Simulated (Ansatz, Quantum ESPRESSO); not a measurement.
# honeycomb AlN, 2 layers, AB' stacking in an electric field, part 4 of 5

How does honeycomb AlN, 2 layers, AB' stacking respond to a gate-like field without added charge?

Quantum ESPRESSO 7.5; plane-wave DFT, PBE, SG15 norm-conserving pseudopotentials; geometry and cross-check by Ansatz 0.2.0 with PAW datasets.

So far. Step 6 (Ground state: field 0.1 V/Å): The dipole goes from 0.0000 to 0.0251 e Å, 0.2513 e Å per V/Å. Step 7 (Electrostatic potential): The slope in the vacuum is 0.100 eV/Å for an applied 0.10 V/Å, as it should be.

### 8. Self-consistent run: field 0.2 V/Å

The input, f2.in:

```
&control
  prefix = 'f2'
  outdir = './out'
  pseudo_dir = './pseudo'
  calculation = 'scf'
  tprnfor = .true.
  tefield = .true.
  dipfield = .true.
/
&system
  ibrav = 0
  nat = 4
  ntyp = 2
  ecutwfc = 60
  ecutrho = 240
  occupations = 'smearing'
  smearing = 'fd'
  degauss = 0.004
  edir = 3
  emaxpos = 0.97
  eopreg = 0.04
  eamp = 0.00388938
/
&electrons
  conv_thr = 1e-09
  mixing_beta = 0.4
  electron_maxstep = 120
  mixing_mode = 'plain'
  startingpot = 'file'
/
ATOMIC_SPECIES
  N   14.0070  N_ONCV_PBE-1.2.upf
  Al  26.9815  Al_ONCV_PBE-1.2.upf
CELL_PARAMETERS angstrom
  3.11909524224429 -0.00000000000000 0.00000000000000
  -1.55954762112215 2.70121571660673 0.00000000000000
  0.00000000000000 0.00000000000000 20.30000000000000
ATOMIC_POSITIONS crystal
  N   0.666666666667 0.333333333333 0.407514284202
  Al  0.333333333333 0.666666666667 0.408057736613
  N   0.666666666667 0.333333333333 0.592485809428
  Al  -0.000000000000 -0.000000000000 0.591942169756
K_POINTS automatic
  12 12 1 0 0 0
```

Run with:

```bash
> cp -r out/f0.save out/f2.save
> OMP_NUM_THREADS=1 mpirun -n 4 pw.x -nk 4 -in f2.in > f2.out
```

The program printed:

```text
[banner, memory and clock lines left out]
Program PWSCF v.7.5 starts
[...]
number of electrons       =        32.00
     number of Kohn-Sham states=           20
     kinetic-energy cutoff     =      60.0000  Ry
     charge density cutoff     =     240.0000  Ry
[...]
number of k points=    74  Fermi-Dirac smearing, width (Ry)=  0.0040
[...]
Dense  grid:    72579 G-vectors     FFT dimensions: (  30,  30, 192)
     The initial density is read from file :
[...]
Starting wfcs are random
[...]
estimated scf accuracy    <       0.00403976 Ry
[...]
estimated scf accuracy    <       0.00120961 Ry
[...]
estimated scf accuracy    <       0.00000310 Ry
[...]
estimated scf accuracy    <       0.00000053 Ry
[...]
estimated scf accuracy    <       0.00000006 Ry
[...]
estimated scf accuracy    <          5.4E-09 Ry
[...]
Computed dipole along edir(3) :
        Dipole                0.0950 Ry au,          0.2414 Debye
        Dipole field          0.0010 Ry au,
        E field amplitude [Ha a.u.]:  3.8894E-03
        Potential amp.        0.2103 Ry
        Total length         36.8270 bohr
[...]
the Fermi energy is    -0.2614 ev
!    total energy              =    -316.87853240 Ry
     estimated scf accuracy    <          7.8E-10 Ry
     smearing contrib. (-TS)   =      -0.00000000 Ry
     internal energy E=F+TS    =    -316.87853240 Ry
[...]
one-electron contribution =   -1479.31448959 Ry
     hartree contribution      =     719.67779134 Ry
     xc contribution           =     -41.70890276 Ry
     ewald contribution        =     484.46770916 Ry
     electric field correction =      -0.00064054 Ry
     convergence has been achieved in   7 iterations
[...]
Total force =     0.006552     Total SCF correction =     0.000133
[...]
```

The job ended after 47 s (4 MPI ranks of Arm Neoverse V2, shared host; peak memory 0.55 GiB).

This step gave:

```
free energy                          : -4311.3521 eV
Fermi energy                         : -0.2614 eV
dipole along the normal              : 0.05026 e·Å
valence top, on the run's zero       : -1.490 eV
conduction bottom, on the run's zero : 0.7632 eV
gap by band count                    : 2.253 eV
```

The dipole goes from 0.0000 to 0.0503 e Å, 0.2513 e Å per V/Å.

### 9. Electrostatic potential

The input, f2.pot.in:

```
&inputpp
  prefix = 'f2'
  outdir = './out'
  filplot = 'f2.pot.dat'
  plot_num = 11
/
```

Run with:

```bash
> OMP_NUM_THREADS=1 mpirun -n 4 pp.x -in f2.pot.in > f2.pot.out
```

Run time: 0.68 s. Hardware: 4 MPI ranks; peak memory 0.11 GiB; 2.4 s of CPU time.

Read from the output:

| Item | Value |
| --- | --- |
| slope of the potential above | 0.2001 eV/Å |
| upper vacuum line continued to the top atoms, over the valence top | 4.986 eV |
| slope of the potential below | 0.1999 eV/Å |
| lower vacuum line continued to the bottom atoms, over the valence top | 5.314 eV |

The slope in the vacuum is 0.200 eV/Å for an applied 0.20 V/Å, as it should be.

### 10. Band structure: field 0.2 V/Å

The input, f2.bands.in:

```
&control
  prefix = 'f2.bands'
  outdir = './out'
  pseudo_dir = './pseudo'
  calculation = 'bands'
  tefield = .true.
  dipfield = .true.
/
&system
  ibrav = 0
  nat = 4
  ntyp = 2
  ecutwfc = 60
  ecutrho = 240
  occupations = 'smearing'
  smearing = 'fd'
  degauss = 0.004
  edir = 3
  emaxpos = 0.97
  eopreg = 0.04
  eamp = 0.00388938
  nbnd = 22
/
&electrons
  conv_thr = 1e-07
  mixing_beta = 0.4
  electron_maxstep = 120
  mixing_mode = 'local-TF'
/
ATOMIC_SPECIES
  N   14.0070  N_ONCV_PBE-1.2.upf
  Al  26.9815  Al_ONCV_PBE-1.2.upf
CELL_PARAMETERS angstrom
  3.11909524224429 -0.00000000000000 0.00000000000000
  -1.55954762112215 2.70121571660673 0.00000000000000
  0.00000000000000 0.00000000000000 20.30000000000000
ATOMIC_POSITIONS crystal
  N   0.666666666667 0.333333333333 0.407514284202
  Al  0.333333333333 0.666666666667 0.408057736613
  N   0.666666666667 0.333333333333 0.592485809428
  Al  -0.000000000000 -0.000000000000 0.591942169756
K_POINTS crystal_b
4
  0.0000000000 0.0000000000 0.0000000000 14
  0.5000000000 0.0000000000 0.0000000000 14
  0.3333333333 0.3333333333 0.0000000000 14
  0.0000000000 0.0000000000 0.0000000000 1
```

Run with:

```bash
> cp -r out/f2.save out/f2.bands.save
> cp out/f2.xml out/f2.bands.xml
> OMP_NUM_THREADS=1 mpirun -n 4 pw.x -nk 4 -in f2.bands.in > f2.bands.out
```

The program printed:

```text
[banner, memory and clock lines left out]
Program PWSCF v.7.5 starts
[citation notice left out]

[...]
bravais-lattice index     =            0
     lattice parameter (alat)  =       5.8942  a.u.
     unit-cell volume          =    1154.1986 (a.u.)^3
     number of atoms/cell      =            4
     number of atomic types    =            2
     number of electrons       =        32.00
     number of Kohn-Sham states=           22
     kinetic-energy cutoff     =      60.0000  Ry
     charge density cutoff     =     240.0000  Ry
     Exchange-correlation= PBE
                           (   1   4   3   4   0   0   0)

[...]
PseudoPot. # 1 for N  read from file:
     ./pseudo/N_ONCV_PBE-1.2.upf
     Pseudo is Norm-conserving, Zval =  5.0
     Generated using ONCVPSP code by D. R. Hamann
     Using radial grid of  602 points,  4 beta functions with:
                l(1) =   0
                l(2) =   0
                l(3) =   1
                l(4) =   1

     PseudoPot. # 2 for Al read from file:
     ./pseudo/Al_ONCV_PBE-1.2.upf
     Pseudo is Norm-conserving, Zval = 11.0
     Generated using ONCVPSP code by D. R. Hamann
     Using radial grid of  602 points,  4 beta functions with:
                l(1) =   0
                l(2) =   0
                l(3) =   1
                l(4) =   1

     atomic species   valence    mass     pseudopotential
     N                 5.00    14.00700     N ( 1.00)
     Al               11.00    26.98150     Al( 1.00)

     No symmetry found

[...]
number of k points=    43  Fermi-Dirac smearing, width (Ry)=  0.0040
[...]
Dense  grid:    72579 G-vectors     FFT dimensions: (  30,  30, 192)

     The potential is recalculated from file :
     ./out/f2.bands.save/charge-density

     Adding external electric field

     Computed dipole along edir(3) :
        Dipole                0.0950 Ry au,          0.2414 Debye
        Dipole field          0.0010 Ry au,

        E field amplitude [Ha a.u.]:  3.8894E-03
        Potential amp.        0.2103 Ry
        Total length         36.8270 bohr

     Starting wfcs are random

     Band Structure Calculation
     Davidson diagonalization with overlap

     ethr =  3.13E-10,  avg # of iterations = 47.6

     End of band structure calculation

          k = 0.0000 0.0000 0.0000 (  9113 PWs)   bands (ev):

  -102.5168-102.3035 -64.2993 -64.0862 -63.9500 -63.9500 -63.7367 -63.7367
   -15.5579 -15.3232  -4.5670  -3.5088  -2.5608  -2.5608  -2.3454  -2.3454
     0.7632   2.1634   2.9791   3.9358   4.3397   5.7520

          k = 0.0357 0.0206 0.0000 (  9103 PWs)   bands (ev):

  -102.5167-102.3034 -64.2993 -64.0862 -63.9501 -63.9501 -63.7368 -63.7367
   -15.5438 -15.3093  -4.5485  -3.4936  -2.6357  -2.5715  -2.4195  -2.3561
     0.8215   2.2028   3.0101   3.9549   4.3745   5.7751

[...]
```

The job ended after 26 s (4 MPI ranks; peak memory 0.31 GiB; 1.8 min of CPU time).

Read from the output:

```
gap by band count : 2.254 eV
```

Band numbers count within the set of bands kept for display. Electronic bands along the path, in eV, zero at the highest filled level of the SCF mesh; v1 is the highest filled band, c1 the lowest empty one:

| point | v4 | v3 | v2 | v1 | c1 | c2 | c3 | c4 |
| --- | --- | --- | --- | --- | --- | --- | --- | --- |
| Γ | -1.07 | -1.07 | -0.86 | -0.86 | 2.25 | 3.65 | 4.47 | 5.43 |
| halfway | -2.18 | -1.47 | -1.27 | -1.26 | 3.91 | 4.87 | 5.54 | 6.00 |
| M | -1.83 | -1.61 | -0.84 | -0.26 | 4.16 | 5.50 | 5.91 | 6.35 |
| halfway | -2.75 | -2.51 | -0.69 | -0.15 | 4.51 | 6.03 | 6.48 | 7.17 |
| K | -3.93 | -3.78 | -0.50 | 0.00 | 5.35 | 5.51 | 7.32 | 7.54 |
| halfway | -1.92 | -1.91 | -1.69 | -1.06 | 4.37 | 5.15 | 5.67 | 6.35 |
| Γ | -1.07 | -1.07 | -0.86 | -0.86 | 2.25 | 3.65 | 4.47 | 5.43 |

Upper empty bands that drop with the field can be states of the vacuum, held by the sawtooth; they depend on the cell's width.

Along this path the valence top lies at K and the conduction bottom at Γ.

### 11. SCF with pw.x: field -0.2 V/Å

f3.in is the input of step 8 with these lines changed:

```diff
@@ -1,3 +1,3 @@
 &control
-  prefix = 'f2'
+  prefix = 'f3'
   outdir = './out'
@@ -21,3 +21,3 @@
   eopreg = 0.04
-  eamp = 0.00388938
+  eamp = -0.00388938
 /
```

Run with:

```bash
> cp -r out/f0.save out/f3.save
> OMP_NUM_THREADS=1 mpirun -n 4 pw.x -nk 4 -in f3.in > f3.out
```

The program printed:

```text
[banner, memory and clock lines left out]
Program PWSCF v.7.5 starts
[...]
number of electrons       =        32.00
     number of Kohn-Sham states=           20
     kinetic-energy cutoff     =      60.0000  Ry
     charge density cutoff     =     240.0000  Ry
[...]
number of k points=    74  Fermi-Dirac smearing, width (Ry)=  0.0040
[...]
Dense  grid:    72579 G-vectors     FFT dimensions: (  30,  30, 192)
     The initial density is read from file :
[...]
Starting wfcs are random
[...]
estimated scf accuracy    <       0.00404201 Ry
[...]
estimated scf accuracy    <       0.00121087 Ry
[...]
estimated scf accuracy    <       0.00000312 Ry
[...]
estimated scf accuracy    <       0.00000053 Ry
[...]
estimated scf accuracy    <       0.00000007 Ry
[...]
estimated scf accuracy    <          5.7E-09 Ry
[...]
Computed dipole along edir(3) :
        Dipole               -0.0950 Ry au,         -0.2414 Debye
        Dipole field         -0.0010 Ry au,
        E field amplitude [Ha a.u.]: -3.8894E-03
        Potential amp.       -0.2103 Ry
        Total length         36.8270 bohr
[...]
the Fermi energy is    -0.3210 ev
!    total energy              =    -316.87853238 Ry
     estimated scf accuracy    <          8.6E-10 Ry
     smearing contrib. (-TS)   =      -0.00000000 Ry
     internal energy E=F+TS    =    -316.87853238 Ry
[...]
one-electron contribution =   -1479.31447180 Ry
     hartree contribution      =     719.67777249 Ry
     xc contribution           =     -41.70890169 Ry
     ewald contribution        =     484.46770916 Ry
     electric field correction =      -0.00064054 Ry
     convergence has been achieved in   7 iterations
[...]
Total force =     0.006550     Total SCF correction =     0.000144
[...]
```

It took 47 s on 4 MPI ranks; peak memory 0.54 GiB.

Read from the output:

| Property | Result |
| --- | --- |
| Fermi energy | -0.321 eV |
| dipole along the normal | -0.05026 e·Å |
| valence top, on the run's zero | -1.550 eV |
| conduction bottom, on the run's zero | 0.7036 eV |
| gap by band count | 2.253 eV |

The dipole goes from 0.0000 to -0.0503 e Å, 0.2513 e Å per V/Å.

### 12. Electrostatic potential

The input, f3.pot.in:

```
&inputpp
  prefix = 'f3'
  outdir = './out'
  filplot = 'f3.pot.dat'
  plot_num = 11
/
```

Run with:

```bash
> OMP_NUM_THREADS=1 mpirun -n 4 pp.x -in f3.pot.in > f3.pot.out
```

The job ended after 0.69 s (4 MPI ranks; peak memory 0.11 GiB; 2.4 s of CPU time).

Read from the output:

- slope of the potential above: -0.1999 eV/Å
- upper vacuum line continued to the top atoms, over the valence top: 5.314 eV
- slope of the potential below: -0.2001 eV/Å
- lower vacuum line continued to the bottom atoms, over the valence top: 4.986 eV

The slope in the vacuum is -0.200 eV/Å for an applied -0.20 V/Å, as it should be.

Each curve counts from the valence top of its own run.

The runs together. Potential energy against z:

| z (Å) | potential at 0 V/Å (eV) | potential at 0.1 V/Å (eV) | potential at 0.2 V/Å (eV) | potential at -0.2 V/Å (eV) |
| --- | --- | --- | --- | --- |
| 0 | 5.17 | 4.79 | 4.41 | 5.90 |
| 1 | 5.17 | 4.52 | 3.86 | 6.44 |
| 2 | 5.17 | 4.62 | 4.06 | 6.24 |
| 3 | 5.17 | 4.72 | 4.26 | 6.04 |
| 4 | 5.17 | 4.82 | 4.46 | 5.84 |
| 5 | 5.17 | 4.92 | 4.65 | 5.64 |
| 6 | 5.09 | 4.94 | 4.77 | 5.37 |
| 7 | 3.86 | 3.77 | 3.68 | 3.98 |
| 8 | -14.5 | -14.5 | -14.6 | -14.4 |
| 9 | -1.09 | -1.14 | -1.21 | -1.02 |
| 10 | 4.54 | 4.53 | 4.50 | 4.54 |
| 11 | 2.34 | 2.37 | 2.40 | 2.23 |
| 12 | -22.9 | -22.8 | -22.8 | -23.0 |
| 13 | 2.13 | 2.19 | 2.23 | 1.98 |
| 14 | 4.99 | 5.10 | 5.21 | 4.72 |
| 15 | 5.16 | 5.37 | 5.57 | 4.71 |
| 16 | 5.17 | 5.48 | 5.78 | 4.52 |
| 17 | 5.17 | 5.58 | 5.98 | 4.32 |
| 18 | 5.17 | 5.68 | 6.18 | 4.12 |
| 19 | 5.17 | 5.78 | 6.38 | 3.92 |
| 20 | 5.17 | 5.31 | 5.45 | 4.85 |

### 13. Band structure: field -0.2 V/Å

f3.bands.in is the input of step 10 with these lines changed:

```diff
@@ -1,3 +1,3 @@
 &control
-  prefix = 'f2.bands'
+  prefix = 'f3.bands'
   outdir = './out'
@@ -20,3 +20,3 @@
   eopreg = 0.04
-  eamp = 0.00388938
+  eamp = -0.00388938
   nbnd = 22
```

Run with:

```bash
> cp -r out/f3.save out/f3.bands.save
> cp out/f3.xml out/f3.bands.xml
> OMP_NUM_THREADS=1 mpirun -n 4 pw.x -nk 4 -in f3.bands.in > f3.bands.out
```

The program printed:

```text
[banner, memory and clock lines left out]
Program PWSCF v.7.5 starts
[citation notice left out]

[...]
bravais-lattice index     =            0
     lattice parameter (alat)  =       5.8942  a.u.
     unit-cell volume          =    1154.1986 (a.u.)^3
     number of atoms/cell      =            4
     number of atomic types    =            2
     number of electrons       =        32.00
     number of Kohn-Sham states=           22
     kinetic-energy cutoff     =      60.0000  Ry
     charge density cutoff     =     240.0000  Ry
     Exchange-correlation= PBE
                           (   1   4   3   4   0   0   0)

[...]
PseudoPot. # 1 for N  read from file:
     ./pseudo/N_ONCV_PBE-1.2.upf
     Pseudo is Norm-conserving, Zval =  5.0
     Generated using ONCVPSP code by D. R. Hamann
     Using radial grid of  602 points,  4 beta functions with:
                l(1) =   0
                l(2) =   0
                l(3) =   1
                l(4) =   1

     PseudoPot. # 2 for Al read from file:
     ./pseudo/Al_ONCV_PBE-1.2.upf
     Pseudo is Norm-conserving, Zval = 11.0
     Generated using ONCVPSP code by D. R. Hamann
     Using radial grid of  602 points,  4 beta functions with:
                l(1) =   0
                l(2) =   0
                l(3) =   1
                l(4) =   1

     atomic species   valence    mass     pseudopotential
     N                 5.00    14.00700     N ( 1.00)
     Al               11.00    26.98150     Al( 1.00)

     No symmetry found

[...]
number of k points=    43  Fermi-Dirac smearing, width (Ry)=  0.0040
[...]
Dense  grid:    72579 G-vectors     FFT dimensions: (  30,  30, 192)

     The potential is recalculated from file :
     ./out/f3.bands.save/charge-density

     Adding external electric field

     Computed dipole along edir(3) :
        Dipole               -0.0950 Ry au,         -0.2414 Debye
        Dipole field         -0.0010 Ry au,

        E field amplitude [Ha a.u.]: -3.8894E-03
        Potential amp.       -0.2103 Ry
        Total length         36.8270 bohr

     Starting wfcs are random

     Band Structure Calculation
     Davidson diagonalization with overlap

     ethr =  3.13E-10,  avg # of iterations = 47.3

     End of band structure calculation

          k = 0.0000 0.0000 0.0000 (  9113 PWs)   bands (ev):

  -102.5764-102.3631 -64.3589 -64.1458 -64.0097 -64.0097 -63.7963 -63.7963
   -15.6175 -15.3829  -4.6266  -3.5684  -2.6204  -2.6204  -2.4051  -2.4051
     0.7036   2.1057   2.9857   3.9659   4.3462   5.8109

          k = 0.0357 0.0206 0.0000 (  9103 PWs)   bands (ev):

  -102.5763-102.3630 -64.3589 -64.1458 -64.0098 -64.0097 -63.7964 -63.7964
   -15.6034 -15.3689  -4.6081  -3.5533  -2.6953  -2.6311  -2.4792  -2.4157
     0.7619   2.1451   3.0170   3.9830   4.3829   5.8281

[...]
```

Elapsed: 28 s, on 4 MPI ranks; peak memory 0.31 GiB; 1.8 min of CPU time.

Numbers from this step:

- gap by band count: 2.254 eV

Band numbers count within the set of bands kept for display. The electronic bands at the labelled points (eV, zero at the highest filled level of the SCF mesh; v1 is the highest filled band, c1 the lowest empty one):

| point | v4 | v3 | v2 | v1 | c1 | c2 | c3 | c4 |
| --- | --- | --- | --- | --- | --- | --- | --- | --- |
| Γ | -1.07 | -1.07 | -0.86 | -0.86 | 2.25 | 3.66 | 4.54 | 5.52 |
| halfway | -2.18 | -1.47 | -1.27 | -1.26 | 3.91 | 4.87 | 5.55 | 6.10 |
| M | -1.83 | -1.61 | -0.84 | -0.26 | 4.16 | 5.50 | 5.91 | 6.35 |
| halfway | -2.75 | -2.51 | -0.69 | -0.15 | 4.51 | 6.03 | 6.48 | 7.17 |
| K | -3.93 | -3.78 | -0.50 | 0.00 | 5.35 | 5.51 | 7.32 | 7.54 |
| halfway | -1.92 | -1.91 | -1.69 | -1.06 | 4.37 | 5.15 | 5.67 | 6.45 |
| Γ | -1.07 | -1.07 | -0.86 | -0.86 | 2.25 | 3.66 | 4.54 | 5.52 |

Upper empty bands that drop with the field can be states of the vacuum, held by the sawtooth; they depend on the cell's width.

Along this path the valence top lies at K and the conduction bottom at Γ.

### 14. Valence density

The density shows how far the electrons spill into the vacuum.

The input, f0.rho.in:

```
&inputpp
  prefix = 'f0'
  outdir = './out'
  filplot = 'f0.rho.dat'
  plot_num = 0
/
```

Run with:

```bash
> OMP_NUM_THREADS=1 mpirun -n 4 pp.x -in f0.rho.in > f0.rho.out
```

The program printed:

```text
[banner, memory and clock lines left out]
Program POST-PROC v.7.5 starts

          URL

     ./out/f0.save/

     IMPORTANT: XC functional enforced from input :
     Exchange-correlation= PBE
                           (   1   4   3   4   0   0   0)
     Any further DFT definition will be discarded
     Please, verify this is what you really want

     Adding external electric field

     Computed dipole along edir(3) :
        Dipole                0.0000 Ry au,          0.0000 Debye
        Dipole field          0.0000 Ry au,

        Potential amp.       -0.0000 Ry
        Total length         36.8270 bohr

     Calling punch_plot, plot_num =   0
     Writing data to file  f0.rho.dat
     Message from routine chdens:
     namelist plot not found or invalid, exiting
```

Wall time 0.69 s (4 MPI ranks); peak memory 0.11 GiB; 2.4 s of CPU time.

This step gave:

| Quantity | Value |
| --- | --- |
| electrons by integration | 32.00 e |

Mean over planes. Valence density, planar mean against z:

| z (Å) | valence density, planar mean (e/Å³) |
| --- | --- |
| 4.5 | 5.0e-5 |
| 5.0 | 2.1e-4 |
| 5.5 | 8.5e-4 |
| 6.0 | 0.00347 |
| 6.5 | 0.0141 |
| 7.0 | 0.0566 |
| 7.5 | 0.226 |
| 8.0 | 1.48 |
| 8.5 | 1.71 |
| 9.0 | 0.271 |
| 9.5 | 0.0676 |
| 10.0 | 0.0247 |
| 10.5 | 0.0337 |
| 11.0 | 0.113 |
| 11.5 | 0.613 |
| 12.0 | 2.07 |
| 12.5 | 0.726 |
| 13.0 | 0.128 |
| 13.5 | 0.0327 |
| 14.0 | 0.00808 |
| 14.5 | 0.00198 |
| 15.0 | 4.8e-4 |
| 15.5 | 1.2e-4 |

Valence density in the ca plane at fractional y = 0.333, with atoms of N within 0.2 Å of it. It is the smooth field of the valence electrons, not physical close to the nuclei.

Ten steps, logarithmic in the rise over the least value, from '0' (0.0 e/Å³) to '9' (3.0 e/Å³), each cell a mean:
```
00000000000000000023577753211346776421000000
00000000000000000124699974212368998531000000
00000000000000000124799975212369998531000000
00000000000000000124689964212358997531000000
00000000000000000013567653211246776421000000
00000000000000000012345442111234554321000000
00000000000000000012344432111233443210000000
00000000000000000012455542111234554321000000
```
Columns run along c (16.0 Å, from fractional 0.01 to 0.80 of the cell), rows up along a (3.1 Å). Atoms in or near the plane, at fractional coordinates: N at (0.41, 0.67), N at (0.59, 0.67).

The density integrates to 32.000 electrons, as the 32 of the input ask.

### 15. Density by pp.x

The input, f2.rho.in:

```
&inputpp
  prefix = 'f2'
  outdir = './out'
  filplot = 'f2.rho.dat'
  plot_num = 0
/
```

Run with:

```bash
> OMP_NUM_THREADS=1 mpirun -n 4 pp.x -in f2.rho.in > f2.rho.out
```

Wall time 0.68 s (4 MPI ranks); peak memory 0.11 GiB.

[end of part 4 of 5]

[Logs are printed without paths, hosts, clocks, repeated set-up lines and the standing remarks that a program may print on its own settings, such as how far it seeks lower states.]

[Hosts, paths, dates, database ids (printed as entryN), source tags and the programs' standing remarks are cut or masked in the printed files.]

[Maps of the electrostatic potential energy from Ansatz leave out the sawtooth potential of an applied field or a dipole correction, so their vacuum need not be flat; planar profiles and work functions include it.]
